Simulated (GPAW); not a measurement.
**Core-hole calculation of the Ti K edge in BaTiO3 (Pm-3m)**

How does the Ti K edge of BaTiO3 (Pm-3m) move when the bonds are compressed or stretched?

Program: GPAW 26.7.0. Level of theory: X-ray absorption from dipole matrix elements to empty bands, plane-wave PAW LDA. Results are calculated unless marked as measured.

## Step 1: Starting point

The structure is cubic, space group Pm-3m (No. 221). The conventional cell has a = 4.006 Å, b = 4.006 Å, c = 4.006 Å, α = 90.00°, β = 90.00°, γ = 90.00°. Nearest to Ba lie 12 O at 2.83 Å. Ti has 6 O at 2.00 Å nearest. Nearest to O lie 2 Ti at 2.00 Å and 4 Ba at 2.83 Å. Farther neighbours and most contacts between anions are not listed.

As a file:

```xyz
5
Lattice="4.0060 0.0000 0.0000 0.0000 4.0060 0.0000 0.0000 0.0000 4.0060" Properties=species:S:1:pos:R:3 pbc="T T T"
Ba    2.0030    2.0030    2.0030
Ti    0.0000    0.0000    0.0000
O     0.0000    0.0000    2.0030
O     0.0000    2.0030    0.0000
O     2.0030    0.0000    0.0000
```

## Step 2: The field without a hole

A plain self-consistent run shows whether there is a gap, which decides the set-up of the core-hole run.

The input, scf.py:

```python
import numpy as np
from ase import Atoms
from ase.parallel import parprint, paropen
from gpaw import GPAW, PW, FermiDirac, Mixer, MixerDif, setup_paths
from gpaw.test import gen
setup_paths.insert(0, '.')
gen('Ti', name='nch1s', xcname='LDA', corehole=(1, 0, 0), write_xml=True)
from gpaw.mpi import world
world.barrier()

atoms = Atoms('BaTiO3',
    cell=[[4.006, 0, 0],
     [0, 4.006, 0],
     [0, 0, 4.006]],
    scaled_positions=[[0.5, 0.5, 0.5],
     [0, 0, 0],
     [0, 0, 0.5],
     [0, 0.5, 0],
     [0.5, 0, 0]],
    pbc=True)
atoms.calc = calc = GPAW(legacy_gpaw=True, mode=PW(500), xc='LDA', setups={1: 'nch1s'},
    kpts={'size': (6, 6, 6), 'gamma': True}, occupations=FermiDirac(0.05),
    charge=0, mixer=Mixer(0.1, 5, 50), maxiter=150,
    convergence={'density': 0.0001}, txt='scf.txt')
energy = atoms.get_potential_energy() + calc.get_reference_energy()
ef = calc.get_fermi_level()
out = dict(energy=energy, fermi=ef, forces=atoms.get_forces().tolist())
parprint(f'all-electron energy {energy:.4f} eV, Fermi level {ef:.4f} eV')
ev = np.array([[calc.get_eigenvalues(k, s) for k in range(len(calc.get_ibz_k_points()))] for s in range(calc.get_number_of_spins())])
out['homo'], out['lumo'], out['counts'] = ev[ev < ef].max(), ev[ev > ef].min(), sorted(set((ev < ef).sum((0, 2)).tolist()))
out['filled'] = (ev[:, 0] < ef).sum(1).tolist()
import json
with paropen('out.json', 'w') as f:
    json.dump(out, f)
```

Started as:

```
$ OMP_NUM_THREADS=1 mpirun -n 2 gpaw python scf.py
```

Numbers of over 12 decimals in the logs are rounded to 6 here.

The program printed:

```text
Input parameters:
  convergence: {density: 0.0001}
  kpts: {gamma: True,
         size: (6, 6, 6)}
  maxiter: 150
  mixer: {backend: pulay,
          beta: 0.1,
          method: separate,
          nmaxold: 5,
          weight: 50}
  mode: {ecut: 500.0,
         name: pw}
  occupations: {fixmagmom: False,
                name: fermi-dirac,
                width: 0.05}
  setups: {1: nch1s}

Initialize ...

[... PAW data sets ...]

Reference energy: -250365.446810  # eV

Spin-paired calculation

[... convergence settings ...]
Symmetries present (total): 48
  [... symmetry matrices ...]

216 k-points: 6 x 6 x 6 Monkhorst-Pack grid + [1/12,1/12,1/12]
20 k-points in the irreducible part of the Brillouin zone
       k-points in crystal coordinates                weights
   0:     0.00000000    0.00000000    0.00000000          1/216
   1:     0.16666667    0.00000000    0.00000000          6/216
   2:     0.16666667    0.16666667    0.00000000         12/216
   3:     0.16666667    0.16666667    0.16666667          8/216
   4:     0.33333333    0.00000000    0.00000000          6/216
   5:     0.33333333    0.16666667    0.00000000         24/216
   6:     0.33333333    0.16666667    0.16666667         24/216
   7:     0.33333333    0.33333333    0.00000000         12/216
   8:     0.33333333    0.33333333    0.16666667         24/216
   9:     0.33333333    0.33333333    0.33333333          8/216
          ...
  19:     0.50000000    0.50000000    0.50000000          1/216

Wave functions: Plane wave expansion
  Cutoff energy: 500.000 eV
  Number of coefficients (min, max): 1614, 1654
  Pulay-stress correction: 0.000000 eV/Ang^3 (de/decut=0.000000)
  Using FFTW library
  Wavefunction extrapolation:
    Improved wavefunction reuse through dual PAW basis

Occupation numbers: Fermi-Dirac:
  width: 0.0500  # eV

Eigensolver
   Davidson(niter=2)

Densities:
  Coarse grid: 21*21*21 grid
  Fine grid: 42*42*42 grid
  Total Charge: 0.000000

Density mixing:
  Method: separate
  Backend: pulay
  Linear mixing parameter: 0.1
  old densities: 5
  Width of damping distribution: 1.1
  Damping of long wavelength oscillations: 50

[... Hamiltonian set-up ...]
Number of atoms: 5
Number of atomic orbitals: 30
Number of bands in calculation: 28
Number of valence electrons: 40
Bands to converge: occupied

... initialized

Initializing position-dependent things.

Density initialized from atomic densities
Creating initial wave functions:
  28 bands from LCAO basis set

Positions:
   0 Ba     2.003000    2.003000    2.003000    ( 0.0000,  0.0000,  0.0000)
   1 Ti     0.000000    0.000000    0.000000    ( 0.0000,  0.0000,  0.0000)
   2 O      0.000000    0.000000    2.003000    ( 0.0000,  0.0000,  0.0000)
   3 O      0.000000    2.003000    0.000000    ( 0.0000,  0.0000,  0.0000)
   4 O      2.003000    0.000000    0.000000    ( 0.0000,  0.0000,  0.0000)

Unit cell:
           periodic     x           y           z      points  spacing
  1. axis:    yes    4.006000    0.000000    0.000000    21     0.1908
  2. axis:    yes    0.000000    4.006000    0.000000    21     0.1908
  3. axis:    yes    0.000000    0.000000    4.006000    21     0.1908

  Lengths:   4.006000   4.006000   4.006000
  Angles:   90.000000  90.000000  90.000000

Effective grid spacing dv^(1/3) = 0.1908

iter:   1   -47.394666
iter:   2   -44.375982   -0.87  -0.96
iter:   3   -42.510997   -1.03  -1.10
iter:   4   -42.496723   -2.34  -1.45
iter:   5   -42.501851c  -2.09  -1.46
iter:   6   -42.587122   -1.79  -1.82
iter:   7   -42.417273   -2.11  -1.73
iter:   8   -42.390667   -3.45  -2.18
iter:   9   -42.390682   -4.99  -3.13
iter:  10   -42.390744c  -5.46  -3.15
iter:  11   -42.390720c  -5.64  -3.15
iter:  12   -42.390675c  -5.50  -3.21
iter:  13   -42.390634c  -6.49  -3.34
iter:  14   -42.390576c  -5.47  -3.45
iter:  15   -42.390576c  -7.19  -4.17c
iter:  16   -42.390576c  -7.65c -4.32c

Converged after 16 iterations.

Dipole moment: (0.000000, 0.000000, 0.000000) |e|*Ang

Energy contributions relative to reference atoms: (reference = -250365.446810)

Kinetic:        +28.231791
Potential:      -30.629618
External:        +0.000000
XC:             -40.152082
Entropy (-ST):   -0.000000
Local:           +0.159333
SIC:             +0.000000
--------------------------
Free energy:    -42.390576
Extrapolated:   -42.390576

Showing only first 2 kpts
 Kpt  Band  Eigenvalues  Occupancy
  0    18      7.13592    2.00000
  0    19      7.13593    2.00000
  0    20      8.96110    0.00000
  0    21      8.96110    0.00000

  1    18      6.95649    2.00000
  1    19      6.95650    2.00000
  1    20      8.99945    0.00000
  1    21      9.50108    0.00000

Fermi level: 8.12988

Gap: 1.692 eV
Transition (v -> c):
  (s=0, k=19, n=19, [0.50, 0.50, 0.50]) -> (s=0, k=0, n=20, [0.00, 0.00, 0.00])
Direct/indirect transitions are different
Direct gap: 1.825 eV
Transition at: (s=0, k=0, n=19, [0.00, 0.00, 0.00])

Forces in eV/Ang:
  0 Ba    0.00000    0.00000    0.00000
  1 Ti   -0.00000   -0.00000   -0.00000
  2 O     0.00000    0.00000   -0.00000
  3 O     0.00000   -0.00000    0.00000
  4 O    -0.00000    0.00000    0.00000
Scalar-relativistic atomic LDA calculation for Ti (Titanium, Z=22)
Core hole in 1s state (1s occupation: 2.0)
600 radial gridpoints.
|------------------------------------------------|
|------------------------------------------------|
[... the atom generator's iteration count ...]

Energy contributions:
-------------------------
Kinetic:     +858.169401
XC:           -40.035523
Potential:  -1669.760805
-------------------------
Total:       -851.626927

state      eigenvalue         ekin         rmax
-----------------------------------------------
1s^2.0 :  -178.412898   235.142209        0.046
2s^2.0 :   -19.674824    40.676506        0.270
2p^6.0 :   -16.315972    39.591103        0.219
3s^2.0 :    -2.287902     8.427789        0.869
3p^6.0 :    -1.425558     7.161594        0.900
3d^2.0 :    -0.164024     3.704740        0.977
4s^2.0 :    -0.168799     0.875365        2.882
4p^0.0 :    -0.056429     0.465286        3.811
-----------------------------------------------
(units: Bohr and Hartree)

Generating PAW setup
Kinetic energy of the core from tauc = 793.509929
Cutoffs:
rc(s)=2.400
rc(p)=2.000
rc(d)=2.000
rc(vbar)=1.800
rc(comp)=2.300
rc(nct)=2.400

Kinetic energy of the core states: 789.184048
Charge: 0.0
Core electrons: 10.0
Valence electrons: 12.0
Pseudo-core charge: 0.000001
Shape function alpha=1.890
Pseudo-electron charge 6.382666
state    eigenvalue         norm
--------------------------------
3s(2) :    -2.287902     0.302066
4s(2) :    -0.168799     0.990650
3p(6) :    -1.425558     0.436626
4p(0) :    -0.056429     0.981035
3d(2) :    -0.164024     0.588737
*d    :     0.835976
--------------------------------

Diagonalizing with gridspacing h=0.050

state   all-electron     PAW
-------------------------------
3s:      -2.287902    -2.288205
3p:      -1.425558    -1.426242
3d:      -0.164024    -0.164519
*f:                    0.065395
-------------------------------
all-electron energy -250407.8374 eV, Fermi level 8.1299 eV
```

Elapsed: 24 s, on 2 MPI ranks of Arm Neoverse N1, shared host; peak memory 0.19 GiB; 47 s of CPU time.

The mesh shows a gap of 1.69 eV, so the hole is first treated in a charged cell, without the excited electron.

## Step 3: Reference energy of the supercell

The photon energy needs a difference of total energies, so the cell and mesh of the coming hole run are first run without a hole.

Changes to scf.py since step 2:

```diff
@@ -10,14 +10,19 @@
 
-atoms = Atoms('BaTiO3',
-    cell=[[4.006, 0, 0],
-     [0, 4.006, 0],
-     [0, 0, 4.006]],
-    scaled_positions=[[0.5, 0.5, 0.5],
+atoms = Atoms('Ba2Ti2O6',
+    cell=[[4.006, 0, 4.006],
+     [0, 4.006, 4.006],
+     [0, -4.006, 4.006]],
+    scaled_positions=[[0.5, 0.25, 0.75],
+     [0.5, 0.75, 0.25],
      [0, 0, 0],
-     [0, 0, 0.5],
-     [0, 0.5, 0],
-     [0.5, 0, 0]],
+     [0, 0.5, 0.5],
+     [0, 0.25, 0.25],
+     [0, 0.75, 0.75],
+     [0, 0.25, 0.75],
+     [0, 0.75, 0.25],
+     [0.5, 0.75, 0.75],
+     [0.5, 0.25, 0.25]],
     pbc=True)
-atoms.calc = calc = GPAW(legacy_gpaw=True, mode=PW(500), xc='LDA', setups={1: 'nch1s'},
-    kpts={'size': (6, 6, 6), 'gamma': True}, occupations=FermiDirac(0.05),
+atoms.calc = calc = GPAW(legacy_gpaw=True, mode=PW(500), xc='LDA', setups={2: 'nch1s'},
+    kpts={'size': (5, 5, 5), 'gamma': True}, occupations=FermiDirac(0.02),
     charge=0, mixer=Mixer(0.1, 5, 50), maxiter=150,
```

The program printed:

```text
Input parameters:
  convergence: {density: 0.0001}
  kpts: {gamma: True,
         size: (5, 5, 5)}
  maxiter: 150
  mixer: {backend: pulay,
          beta: 0.1,
          method: separate,
          nmaxold: 5,
          weight: 50}
  mode: {ecut: 500.0,
         name: pw}
  occupations: {fixmagmom: False,
                name: fermi-dirac,
                width: 0.02}
  setups: {2: nch1s}

Initialize ...

[...]
4s(2) :    -0.168799     0.990650
3p(6) :    -1.425558     0.436626
4p(0) :    -0.056429     0.981035
3d(2) :    -0.164024     0.588737
*d    :     0.835976
--------------------------------

Diagonalizing with gridspacing h=0.050

state   all-electron     PAW
-------------------------------
3s:      -2.287902    -2.288205
3p:      -1.425558    -1.426242
3d:      -0.164024    -0.164519
*f:                    0.065395
-------------------------------
all-electron energy -500815.6967 eV, Fermi level 8.1202 eV
[key lines of the parts left out:]
Converged after 18 iterations.
Dipole moment: (0.000000, 0.000000, 0.000000) |e|*Ang
Free energy:    -84.803055
Fermi level: 8.12018
```

Elapsed: 55 s, on 2 MPI ranks; peak memory 0.27 GiB.

Reference energy: -500815.697 eV with the cores included.

[end of part 1 of 3]

[Banner, clock and machine lines of the logs are left out without a mark of their own.]

[Logs are printed without paths, hosts, clocks, repeated set-up lines and the standing remarks that a program may print on its own settings, such as how far it seeks lower states.]

[Hosts, paths, dates, database ids (printed as entryN), source tags and the programs' standing remarks are cut or masked in the printed files.]

[Lists of maxima count a maximum above −3 eV only where it reaches 4 % of the highest in the window and stands out from its surroundings by 2 % of it (1.5 % where it reaches 55 %); shoulders and weaker maxima are passed over, and of the rest the first, up to two pre-edge ones and the few strongest are named.]
